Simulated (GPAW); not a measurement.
## How TiO2 (Rutile) absorbs and reflects light

Aim: the dielectric function of TiO2 (Rutile), and the optical constants that follow from it.

Calculated with GPAW 26.7.0; DFT, LDA, plane-wave PAW (GPAW data sets), scalar-relativistic, RPA, optical limit.

## Step 1: Set-up

The structure is tetragonal, space group P4_2/mnm (No. 136). Conventional cell: a = 4.592 Å, b = 4.592 Å, c = 2.957 Å, α = 90.00°, β = 90.00°, γ = 90.00°. Nearest to Ti lie 6 O at 1.95 to 1.98 Å. Nearest to O lie 3 Ti at 1.95 to 1.98 Å. Farther neighbours and most contacts between anions are not listed.

Coordinates:

```xyz
6
Lattice="4.5922 0.0000 0.0000 0.0000 4.5922 0.0000 0.0000 0.0000 2.9574" Properties=species:S:1:pos:R:3 pbc="T T T"
Ti    2.2961    2.2961    1.4787
Ti    0.0000    0.0000    0.0000
O     3.6965    0.8957    1.4787
O     3.1918    3.1918    0.0000
O     0.8957    3.6965    1.4787
O     1.4004    1.4004    0.0000
```

## Step 2: Bands for the response

At the fixed density, many empty bands are solved on the mesh of the response, since the spectrum sums over them.

This step: DFT, LDA, plane-wave PAW (GPAW data sets), scalar-relativistic, bands at fixed density (GPAW 26.7.0).

nscf.py

```python
from ase.dft.bandgap import bandgap
from gpaw import GPAW, FermiDirac

calc = GPAW('gs.gpw').fixed_density(kpts={'size': (7, 7, 10), 'gamma': True}, nbands=76, convergence={'bands': 70},
                                    occupations=FermiDirac(0.001), txt='nscf.txt')
print('gap (eV)', bandgap(calc, output=None)[0])
print('direct gap (eV)', bandgap(calc, direct=True, output=None)[0])
print('top band over the Fermi level (eV)', min(calc.get_eigenvalues(kpt=k)[69] for k in range(len(calc.get_ibz_k_points()))) - calc.get_fermi_level())
calc.write('full.gpw', mode='all')
```

Started as:

```sh
$ OMP_NUM_THREADS=1 python nscf.py
```

Numbers of over 12 decimals in the logs are rounded to 6 here.

The log of the run:

```text
Diagonalizing LCAO Hamiltonian
Converting LCAO to pw mode
convergence criteria:
- Maximum integral of absolute [eigenst]ate change: 4e-08 eV^2 / valence electron
maximum number of iterations: 150

SCF iterations
|iter     |      energy | eigst |  dens |
|iter:   1||             | +3.30 |       |
|iter:   2||             | +2.02 |       |
|iter:   3||             | +1.03 |       |
|iter:   4||             | +0.25 |       |
|iter:   5||             | -0.31 |       |
|iter:   6||             | -0.82 |       |
|iter:   7||             | -1.32 |       |
|iter:   8||             | -1.79 |       |
|iter:   9||             | -2.34 |       |
|iter:  10||             | -2.85 |       |
|iter:  11||             | -3.42 |       |
|iter:  12||             | -3.93 |       |
|iter:  13||             | -4.43 |       |
|iter:  14||             | -4.91 |       |
|iter:  15||             | -5.39 |       |
|iter:  16||             | -5.84 |       |
|iter:  17||             | -6.31 |       |
|iter:  18||             | -6.76 |       |
|iter:  19||             | -7.16 |       |
|iter:  20||             | -7.56c|       |
SCF steps: 20
  __  _  _
 | _ |_)|_||  |
 |__||  | ||/\| - 26.7.0

Versions:
  Python: 3.12.14
  ASE:    3.29.0
  Numpy:  2.5.5
  Scipy:  1.18.1
  Libxc:  7.0.0

Input parameters:
  mode=PW(ecut=500.0),
  convergence={'bands': 70},
  gpts=array([24, 24, 16]),
  kpts=MonkhorstPack(size=(7, 7, 10), gamma=True),
  maxiter=150,
  nbands=76,
  occupations=Occupations(name='fermi-dirac', width=0.001, fixmagmom=False),
  parallel={},
  xc=XC(name='LDA')

--- standard output ---
gap (eV) 1.800687
direct gap (eV) 1.800687
top band over the Fermi level (eV) 37.333922
```

Wall time 6.2 min (1 thread of Arm Neoverse V1, shared host); peak memory 0.39 GiB.

Numbers from this step:

```
gap on the k-mesh      : 1.801 eV
direct gap on the mesh : 1.801 eV
```

## Step 3: Dielectric function, RPA

Local fields let the induced charge screen the field inside the cell, which as a rule lowers ε, most along directions where the density is uneven.

This step: DFT, LDA, plane-wave PAW (GPAW data sets), scalar-relativistic, RPA, optical limit (GPAW 26.7.0).

df.py

```python
from gpaw.response.df import DielectricFunction

df = DielectricFunction('full.gpw', frequencies={'type': 'nonlinear', 'domega0': 0.03, 'omega2': 8},
                        ecut=50,
                        eta=0.15,
                        nbands=70,
                        txt='df.txt')
for direction in ['x', 'z']:
    df.get_dielectric_function(xc='RPA', direction=direction, filename=f'df_{direction}.csv')
```

Started as:

```sh
$ OMP_NUM_THREADS=1 python df.py
```

The log of the run:

```text
Using integrator: PointIntegrator
NonLinearFrequencyDescriptor(from 0.000 to 97.120 eV, 538 points)
Nonperiodic BCs:  [False False False]
Using integrator: PointIntegrator
NonLinearFrequencyDescriptor(from 0.000 to 97.120 eV, 538 points)
Nonperiodic BCs:  [False False False]

Calculating chi0 body with:
    Ground state adapter containing:
    Number of spins: 1
    Number of kpoints: 490
    Number of irreducible kpoints: 96
    Number of completely occupied states: 24
    Number of partially occupied states: 24

    Linear response parametrization:
    q_c: [0.0, 0.0, 0.0]
    Number of frequency points: 538
    Planewave cutoff: 50.0
    Number of bands: 70
    Number of planewaves: 47
    Broadening (eta): 0.15

Integrating chi0 body.

Symmetries of q_c:
    Direct symmetries (Uq -> q): 8
    Indirect symmetries (TUq -> q): 0
In total 8 allowed symmetries.

96 groups of equivalent kpoints. 80.408163% reduction.

Integral kind: spectral function

Calculating chi0 optical extensions with:
    Ground state adapter containing:
    Number of spins: 1
    Number of kpoints: 490
    Number of irreducible kpoints: 96
    Number of completely occupied states: 24
    Number of partially occupied states: 24

    Linear response parametrization:
    Number of frequency points: 538
    Planewave cutoff: 50.0
    Number of bands: 70
    Number of planewaves: 47
    Broadening (eta): 0.15
Integrating chi0 head and wings.

Symmetries of q_c:
    Direct symmetries (Uq -> q): 8
    Indirect symmetries (TUq -> q): 0
In total 8 allowed symmetries.

96 groups of equivalent kpoints. 80.408163% reduction.

Integral kind: spectral function wings
```

Elapsed: 44 s, on 1 thread; peak memory 0.29 GiB.

Read-outs, printed or worked out from the files:

| Item | Value |
| --- | --- |
| electronic dielectric constant ε∞, mean over x, y and z (by symmetry where fewer were run) | 7.267 |
| main peak of Im epsilon, first axis | 3.765 eV |

Some rows of df_x.csv (energy; Re and Im without local fields; Re and Im with them):

```text
0.000000, 7.043387, 0.000000, 6.823856, 0.000000
0.429336, 7.102283, 0.042141, 6.879701, 0.039941
0.878195, 7.302872, 0.095850, 7.069672, 0.090674
1.347938, 7.720747, 0.182586, 7.464309, 0.172038
1.840057, 8.568366, 0.387556, 8.260280, 0.361752
2.356191, 10.477056, 1.329644, 10.047210, 1.219000
2.898142, 10.536618, 7.652918, 10.208256, 7.100476
3.467895, 6.358649, 8.036129, 6.594064, 7.517594
4.067647, 3.711329, 7.031334, 3.994353, 6.948930
4.699832, 1.236304, 6.454635, 1.448581, 6.594432
5.367152, 1.407931, 3.701418, 1.285505, 3.893836
6.072622, 2.930479, 3.220401, 2.575215, 3.219745
6.819608, 3.184300, 4.590581, 2.940128, 4.353647
7.611886, 1.134743, 6.066437, 1.274395, 5.832556
8.453705, -1.338887, 3.798402, -1.006124, 3.947246
9.349861, -0.326911, 1.733309, -0.352432, 1.860379
10.305790, 0.310518, 1.460020, 0.100863, 1.603640
11.327680, 0.962470, 1.165093, 0.656956, 1.303157
12.422601, 1.312030, 1.346885, 0.962102, 1.227007
13.598673, 0.720109, 1.258336, 0.535660, 1.054800
```

Values under the direct gap are tails of Lorentzian lines. Table of Im ε by photon energy; read off at these points:

```tsv
photon energy (eV)	E ∥ x	E ∥ z
0.00	0	0
0.50	0.0470	0.0601
1.00	0.108	0.138
1.50	0.212	0.273
2.00	0.497	0.629
2.50	1.92	3.07
3.00	7.13	8.68
3.50	7.50	10.3
3.72	7.72	10.6
3.76	7.76	10.5
4.00	7.23	9.58
4.38	7.51	7.61
4.50	7.35	6.88
5.00	5.23	4.84
5.50	3.70	3.92
6.00	3.14	4.48
6.50	3.77	5.03
7.00	4.89	6.62
7.50	5.67	11.4
7.61	5.83	10.8
8.00	5.02	7.39
8.50	3.85	5.64
9.00	2.26	3.77
9.50	1.76	3.00
10.00	1.86	1.80
10.50	1.49	1.11
11.00	1.35	0.979
11.50	1.43	0.739
12.00	1.34	0.654
12.50	1.33	0.830
13.00	1.72	0.727
13.50	1.09	0.767
```

Table of Re ε by photon energy:

```tsv
photon energy (eV)	E ∥ x	E ∥ z
0.0	6.82	8.15
0.5	6.90	8.25
1.0	7.15	8.57
1.5	7.65	9.22
2.0	8.66	10.6
2.5	10.8	13.2
3.0	8.87	10.8
3.5	6.42	8.08
4.0	4.06	3.36
4.5	2.47	1.55
5.0	1.08	1.70
5.5	1.54	3.75
6.0	2.40	3.47
6.5	2.86	3.82
7.0	2.71	5.18
7.5	1.87	1.55
8.0	-0.203	-1.94
8.5	-1.05	-2.68
9.0	-0.992	-2.73
9.5	-0.181	-2.45
10.0	0.0532	-1.84
10.5	0.188	-1.37
11.0	0.384	-0.804
11.5	0.669	-0.273
12.0	0.745	0.215
12.5	1.06	0.404
13.0	0.399	0.472
13.5	0.500	0.838
```

The loss function −Im 1/ε at q → 0 has structure finer than the step of the table below, so its rows give means over 0.5 eV, whole bins alone (the curve runs from 0 to 14.0 eV). Peaks (eV: height): E ∥ x 11.03: 0.694, 13.43: 0.767; E ∥ z 11.87: 1.65.

Values under the direct gap are tails of Lorentzian lines. The loss function −Im 1/ε at q → 0 by energy loss; means over each step:

```tsv
energy loss (eV)	E ∥ x	E ∥ z
0.5	9.9e-4	8.9e-4
1.0	0.00212	0.00189
1.5	0.00366	0.00325
2.0	0.00675	0.00587
2.5	0.0171	0.0170
3.0	0.0517	0.0442
3.5	0.0761	0.0612
4.0	0.102	0.0922
4.5	0.124	0.137
5.0	0.186	0.181
5.5	0.231	0.142
6.0	0.203	0.132
6.5	0.167	0.120
7.0	0.160	0.0933
7.5	0.164	0.0888
8.0	0.194	0.123
8.5	0.241	0.142
9.0	0.380	0.175
9.5	0.551	0.201
10.0	0.552	0.265
10.5	0.653	0.386
11.0	0.665	0.651
11.5	0.598	1.18
12.0	0.589	1.36
12.5	0.489	0.987
13.0	0.574	0.914
13.5	0.757	0.610
```

The reflectivity at normal incidence has structure finer than the step of the table below, so its rows give means over 0.5 eV, whole bins alone (the curve runs from 0 to 14.0 eV). Peaks (eV: height): E ∥ x 2.86: 33.4, 8.77: 36.5, 13.08: 14.2; E ∥ z 3.72: 37.2, 9.68: 53.6.

The reflectivity at normal incidence by photon energy; means over each step:

```tsv
photon energy (eV)	E ∥ x (%)	E ∥ z (%)
0.5	20.1	23.4
1.0	20.8	24.1
1.5	22.1	25.5
2.0	24.4	28.2
2.5	29.1	33.2
3.0	32.2	35.7
3.5	31.2	36.3
4.0	30.4	36.2
4.5	31.4	31.8
5.0	27.7	24.3
5.5	20.5	20.5
6.0	16.9	22.8
6.5	19.3	24.0
7.0	23.2	29.0
7.5	27.5	41.2
8.0	32.2	44.4
8.5	35.0	46.8
9.0	32.9	48.4
9.5	21.5	49.5
10.0	18.2	50.4
10.5	15.1	49.4
11.0	11.4	40.1
11.5	9.51	28.5
12.0	8.63	13.4
12.5	7.86	8.53
13.0	12.9	6.47
13.5	9.01	3.70
```

Values under the direct gap are tails of Lorentzian lines. Im ε, E ∥ x against photon energy; read off at these points:

```tsv
photon energy (eV)	without local fields	with local fields
0.00	0	0
0.50	0.0496	0.0470
1.00	0.114	0.108
1.50	0.225	0.212
2.00	0.536	0.497
2.50	2.09	1.92
3.00	7.68	7.13
3.50	7.99	7.50
3.72	8.07	7.72
3.76	8.07	7.76
4.00	7.34	7.23
4.50	7.30	7.35
5.00	5.00	5.23
5.50	3.52	3.70
6.00	3.09	3.14
6.50	3.97	3.77
7.00	5.22	4.89
7.50	5.93	5.67
7.61	6.07	5.83
8.00	5.18	5.02
8.50	3.66	3.85
9.00	2.06	2.26
9.50	1.63	1.76
10.00	1.58	1.86
10.50	1.35	1.49
11.00	1.23	1.35
11.50	1.33	1.43
12.00	1.41	1.34
12.50	1.48	1.33
12.83	2.07	1.80
13.00	1.93	1.72
13.50	1.28	1.09
```

From ε follow the optical constants at some laser and lamp lines:

```tsv
wavelength (nm)	n x	k x	R (%) x	1/α x	n z	k z	R (%) z	1/α z
1550	2.65	0.015	20.4	8.1 µm	2.90	0.018	23.7	6.9 µm
633	2.93	0.078	24.1	644 nm	3.23	0.090	27.8	562 nm
532	3.16	0.179	27.0	237 nm	3.52	0.232	31.3	182 nm
405	3.12	1.126	31.6	29 nm	3.44	1.279	35.6	25 nm
365	2.93	1.266	31.3	23 nm	3.34	1.421	35.9	20 nm
308	2.47	1.442	30.0	17 nm	2.56	1.831	36.1	13 nm
248	1.79	1.460	27.8	14 nm	1.85	1.310	24.8	15 nm
```

Below the direct gap, k and the depth come from the tails of the Lorentzian lines, not from transitions.

Rows near the edge hang on the gap, which this functional as a rule makes too small, and phonon-assisted absorption is left out.

At 1064 nm the birefringence n(z) − n(x) is +0.258: the crystal is uniaxial positive at this level.

## Step 4: Outcome

| Quantity | Value |
| --- | --- |
| electronic dielectric constant ε∞, mean over x, y and z (by symmetry where fewer were run) (RPA) | 7.27 |
| main peak of Im epsilon, first axis | 3.76 eV |

In words: At this level (LDA, RPA) TiO2 has a mean ε∞ = 7.27 and n = 2.65 at 1550 nm (E ∥ x), and Im ε peaks at 3.8 eV (E ∥ x). On the mesh the gap is 1.80 eV and the least direct gap 1.80 eV. Local fields change the static value along x from 7.04 to 6.82 (-3 %). Distinct maxima of Im ε, read by a parabola through the highest points, lie at 3.76 eV (7.8), 4.40 eV (7.5), 7.62 eV (5.8) and 12.88 eV (1.8) for E ∥ x. The static values by axis are 6.82 (x), 8.15 (z). At 1064 nm the birefringence n(z) − n(x) is +0.258: the crystal is uniaxial positive at this level. Excitons and phonon-assisted transitions are missing; LDA gaps are as a rule too small, which pulls the onset down and ε∞ up. The sum runs over mesh points, so small or evenly spaced maxima can still be ripples of the mesh. In this version of GPAW the matrix elements of the optical limit are incomplete, which can lower ε − 1 by up to a tenth where first-row anions or d states rule, and shift it by more in d metals.

[Machine, clock and banner lines and Python warnings are left out of the logs.]

[Logs are printed without paths, hosts, clocks, repeated set-up lines and the standing remarks that a program may print on its own settings, such as how far it seeks lower states.]

[Hosts, paths, dates, database ids (printed as entryN), source tags and the programs' standing remarks are cut or masked in the printed files.]
